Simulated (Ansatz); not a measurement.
# TiPbSe3 (built on the sites of a database entry of HfPbO3): relaxing the cell for a phonon run

Task: relax TiPbSe3 (built on the sites of a database entry of HfPbO3) tightly.

Main program and level: Ansatz 0.2.0; DFT PBEsol, scalar-relativistic, plane waves, PAW.

Most raw output is cut from this account.

The structure was built from a prototype and need not be the compound's stable phase.

**1. The starting structure**

The structure is cubic, space group Pm-3m (No. 221). Conventional cell: a = 4.482 Å, b = 4.482 Å, c = 4.482 Å, α = 90.00°, β = 90.00°, γ = 90.00°. Nearest to Ti lie 6 Se at 2.24 Å. Nearest to Pb lie 12 Se at 3.17 Å. Nearest to Se lie 2 Ti at 2.24 Å and 4 Pb at 3.17 Å. Farther neighbours and most contacts between anions are not listed.

**2. Probe on a coarse mesh**

First a cheap look: the gap decides the mesh and the occupations, the pressure tells how far the cell has to move.

input.yaml reads:

```yaml
crystal:
  lattice:
    - [4.48169, 0.0, 0.0]
    - [0.0, 4.48169, 0.0]
    - [0.0, 0.0, 4.48169]
  atoms:
    - { symbol: Ti, position: [0.5, 0.5, 0.5] }
    - { symbol: Pb, position: [0.0, 0.0, 0.0] }
    - { symbol: Se, position: [0.0, 0.5, 0.5] }
    - { symbol: Se, position: [0.5, 0.0, 0.5] }
    - { symbol: Se, position: [0.5, 0.5, 0.0] }
kpoints:
  mp_grid: { grid: [4, 4, 4] }
hamiltonian:
  xc: pbesol
scf:
  occupations: { method: gaussian, width: 0.1 }
output:
  forces: true
  stress: true
  eigenvalues: true
```

The run is started by

```
$ ansatz run input.yaml --threads 8 --pin off --max-ram 14336MiB --backend cpu --events-out ev --progress --plain --runs-dir out
```

Run time: 0.59 s. Hardware: 8 threads of Arm Neoverse V2, shared host; peak memory 0.49 GiB.

This step gave:

* pressure: 37.59 GPa
* volume per atom: 18.00 Å³
* gap on the k-mesh: 0 eV

The coarse mesh shows no gap and a pressure of 37.6 GPa.

**3. Coarse relaxation**

A rough relaxation comes first, because large forces or stress need no tight tolerances yet.

input.yaml, as its differences from that of step 2:

```diff
@@ -21 +21,6 @@
   eigenvalues: true
+relax:
+  adjacent_minimum: "off"
+  f_tol: 0.05
+  max_steps: 80
+  cell: { stress_tol: 0.5 }
```

It took 3.3 s on 8 threads; peak memory 0.59 GiB; 19 s of CPU time.

Relaxation path:

```csv
step,energy less that of the first step (eV),largest force component (eV/Å),pressure (GPa),volume (Å³)
1,0.0000,0.0000,37.59,90.02
2,-2.0973,0.0000,13.67,103.83
3,-2.6129,0.0000,3.71,113.78
4,-2.6679,0.0000,0.61,117.99
5,-2.6695,0.0000,0.04,118.86
6*,-2.6854,0.0000,0.31,118.86
```

Relaxation steps marked * repeat the geometry before them on a plane-wave basis chosen anew for their cell, so energy and pressure can jump there.

The run keeps the 48 symmetry operations that it works with, so distortions that break them were not tested.

```csv
"conventional cell, symmetrised",before,after,change
a (Å),4.482,4.917,+9.7 %
b (Å),4.482,4.917,+9.7 %
c (Å),4.482,4.917,+9.7 %
volume (Å³/atom),18.00,23.77,+32.0 %
```

Final coordinates:

```cif
data_structure
_symmetry_space_group_name_H-M 'P 1'
_symmetry_Int_Tables_number 1
_cell_length_a 4.9167
_cell_length_b 4.9167
_cell_length_c 4.9167
_cell_angle_alpha 90.000
_cell_angle_beta 90.000
_cell_angle_gamma 90.000
_cell_volume 118.86
loop_
_atom_site_label
_atom_site_type_symbol
_atom_site_fract_x
_atom_site_fract_y
_atom_site_fract_z
_atom_site_occupancy
Ti1 Ti 0.50000 0.50000 0.50000 1
Pb2 Pb 0.00000 0.00000 0.00000 1
Se3 Se 0.00000 0.50000 0.50000 1
Se4 Se 0.50000 0.00000 0.50000 1
Se5 Se 0.50000 0.50000 0.00000 1
```

This step gave:

- pressure: 0.3073 GPa
- volume per atom: 23.77 Å³

In this step the volume went from 18.00 to 23.77 Å³/atom.

**4. Bringing the structure to rest**

Harmonic phonons are second derivatives at a point where the forces vanish, and they are wanted at zero stress, so atoms and cell are relaxed first.

input.yaml reads:

```yaml
crystal:
  lattice:
    - [4.9167275629, 0.0, 0.0]
    - [0.0, 4.9167275629, 0.0]
    - [0.0, 0.0, 4.9167275629]
  atoms:
    - { symbol: Ti, position: [0.5, 0.5, 0.5] }
    - { symbol: Pb, position: [0.0, 0.0, 0.0] }
    - { symbol: Se, position: [0.0, 0.5, 0.5] }
    - { symbol: Se, position: [0.5, 0.0, 0.5] }
    - { symbol: Se, position: [0.5, 0.5, 0.0] }
kpoints:
  mp_grid: { grid: [8, 8, 8] }
hamiltonian:
  xc: pbesol
scf:
  occupations: { method: gaussian, width: 0.1 }
output:
  forces: true
  stress: true
  eigenvalues: true
  write_density: true
  write_potential: true
  elf: true
  volumetric_format: npy
relax:
  adjacent_minimum: "off"
  f_tol: 0.005
  max_steps: 80
  cell: { stress_tol: 0.05 }
```

Wall time 6.3 s (8 threads); peak memory 0.69 GiB.

The steps of the relaxation:

```csv
step,energy less that of the first step (eV),largest force component (eV/Å),pressure (GPa),volume (Å³)
1,0.0000,0.0000,0.70,118.86
2,-0.0023,0.0000,-0.10,120.17
3,-0.0024,0.0000,0.00,120.01
4*,-0.0025,0.0000,0.00,120.01
```

Relaxation steps marked * repeat the geometry before them on a plane-wave basis chosen anew for their cell, so energy and pressure can jump there.

The run keeps the 48 symmetry operations that it works with, so distortions that break them were not tested.

```csv
"conventional cell, symmetrised",before,after,change
a (Å),4.917,4.933,+0.3 %
b (Å),4.917,4.933,+0.3 %
c (Å),4.917,4.933,+0.3 %
volume (Å³/atom),23.77,24.00,+1.0 %
```

The relaxed structure:

```xyz
5
Lattice="4.9326 0.0000 0.0000 0.0000 4.9326 0.0000 0.0000 0.0000 4.9326" Properties=species:S:1:pos:R:3 pbc="T T T"
Ti    2.4663    2.4663    2.4663
Pb    0.0000    0.0000    0.0000
Se    0.0000    2.4663    2.4663
Se    2.4663    0.0000    2.4663
Se    2.4663    2.4663    0.0000
```

Numbers from this step:

```
pressure        : -0.001718 GPa
volume per atom : 24.00 Å³
```

Valence density in the ac plane at fractional y = 0.500, with atoms of Ti and Se within 0.2 Å of it. It is the smooth field of the valence electrons, not physical close to the nuclei.

Ten steps, logarithmic in the rise over the least value, from '_' (0 e/Å³) to '@' (30 e/Å³), each cell a mean:
```
________::==##%%**--..______
________..::====--::..______
__________..::::::..________
......____....::..______....
==--::....::====--......::==
@@**--....==**##**--..::==##
@@##--::::++####**--..::++%%
##++::....--++**++::..::--**
::::....__..::--::..__....::
....______..........______..
________..::::--::..________
________..--****++::..______
________::++@@@@##--..______
```
Columns run along a (4.9 Å), rows up along c (4.9 Å). Atoms in or near the plane, at fractional coordinates: Ti at (0.50, 0.50), Se at (0.00, 0.50), Se at (0.50, 0.00).

ELF in the ac plane at fractional y = 0.500, with atoms of Ti and Se within 0.2 Å of it. It is the smooth field of the valence electrons, not physical close to the nuclei.

Ten even steps from '_' (0.03) to '@' (0.79), each cell a mean:
```
____::**@@@@++==##@@%%==____
..__..==%%@@@@@@@@@@**::__..
**==::::==##%%%%%%**--..--++
@@%%**--..::----::::::++##@@
@@@@@@**..::++**==..--%%@@@@
==##@@##::**++==##====@@@@++
::**@@##::##==..**====@@@@==
##%%@@##..==##****::--%%@@%%
@@@@%%++....--==::..::**@@@@
%%##==::--++++++++==::--++##
--::..::**@@@@@@@@%%++....::
____..++@@@@%%##@@@@##--____
____::##@@%%--::**@@@@++..__
```
Columns run along a (4.9 Å), rows up along c (4.9 Å). Atoms in or near the plane, at fractional coordinates: Ti at (0.50, 0.50), Se at (0.00, 0.50), Se at (0.50, 0.00).

Electrostatic potential energy in the ac plane at fractional y = 0.500, with atoms of Ti and Se within 0.2 Å of it. With pseudopotentials it is smooth inside the atoms' cores, unlike the true potential.

Values in eV, 13 rows by 14 columns, each cell a mean:
```
 14  14  13  11   2  -9  -1   1  -5  -7   8  13  14  14
 14  14  14  13   8  -4  -9  -9  -9   2  11  13  14  14
 12  13  13  13  11   7   2   1   4   9  12  13  13  12
  2   6  10  11  10   6   1   0   3   8  11  11   9   4
 -8  -8   1   8   6  -7 -18 -20 -14   0   8   6  -4  -9
  1  -5  -7   4   0 -20 -27 -27 -25 -11   4   0  -9  -2
  3  -3  -8   3  -2 -22 -27 -27 -27 -13   3  -2  -9   1
 -4  -8  -4   6   3 -14 -24 -26 -21  -6   6   3  -8  -6
 -6  -1   7  10   8   1  -7  -9  -4   5  10   9   4  -4
  9  11  12  12  11   8   5   4   6   9  12  12  12  10
 13  13  14  13  10   3  -5  -7  -2   7  12  13  14  13
 14  14  14  12   5  -9  -6  -4  -9  -4   9  13  14  14
 14  14  13  11   0  -8   1   3  -2  -9   7  12  14  14
```
Columns run along a (4.9 Å; values clipped at the 3rd and 97th percentile), rows up along c (4.9 Å). Atoms in or near the plane, at fractional coordinates: Ti at (0.50, 0.50), Se at (0.00, 0.50), Se at (0.50, 0.00).

In this step the volume went from 23.77 to 24.00 Å³/atom.

**5. Relaxing to small forces for the phonons**

Phonons need a cell at rest on their own settings, so the relaxation is repeated with tight tolerances on forces and stress, using the mesh and the filling of the phonon run that follows.

input.yaml reads:

```yaml
crystal:
  lattice:
    - [4.9325639572, 0.0, 0.0]
    - [0.0, 4.9325639572, 0.0]
    - [0.0, 0.0, 4.9325639572]
  atoms:
    - { symbol: Ti, position: [0.5, 0.5, 0.5] }
    - { symbol: Pb, position: [0.0, 0.0, 0.0] }
    - { symbol: Se, position: [0.0, 0.5, 0.5] }
    - { symbol: Se, position: [0.5, 0.0, 0.5] }
    - { symbol: Se, position: [0.5, 0.5, 0.0] }
kpoints:
  mp_grid: { grid: [8, 8, 8] }
hamiltonian:
  xc: pbesol
scf:
  occupations: { method: methfessel_paxton, width: 0.2 }
output:
  forces: true
  stress: true
  eigenvalues: true
relax:
  adjacent_minimum: "off"
  f_tol: 0.001
  max_steps: 60
  cell: { stress_tol: 0.01 }
```

Wall time 4.3 s (8 threads); peak memory 0.69 GiB; 30 s of CPU time.

Little changed from the start: no atom moved by 0.005 Å and no cell edge by 0.1 %.

This step gave:

| Property | Result |
| --- | --- |
| pressure | 0.002004 GPa |

The forces vanish by symmetry and the pressure is 0.002 GPa, within the tolerances set. The cell now holds 24.00 Å³/atom.

**6. Results**

```
space group after relaxation (within 0.01 Å) : Pm-3m
lattice constant a                           : 4.932 Å
lattice constant b                           : 4.932 Å
lattice constant c                           : 4.932 Å
volume per atom                              : 24.0 Å³
```

The forces vanish by symmetry and the pressure is 0.002 GPa, within the tolerances set. The cell now holds 24.00 Å³/atom. The relaxation keeps the symmetry of its start, so it says nothing on stability against lower symmetry. Spin-orbit coupling is left out, which can matter for the heavy elements here. The starting cell was built on a prototype and not taken from a measurement, so the phase need not exist.

[Logs are printed without paths, hosts, clocks, repeated set-up lines and the standing remarks that a program may print on its own settings, such as how far it seeks lower states.]

[Hosts, paths, dates, database ids (printed as entryN), source tags and the programs' standing remarks are cut or masked in the printed files.]
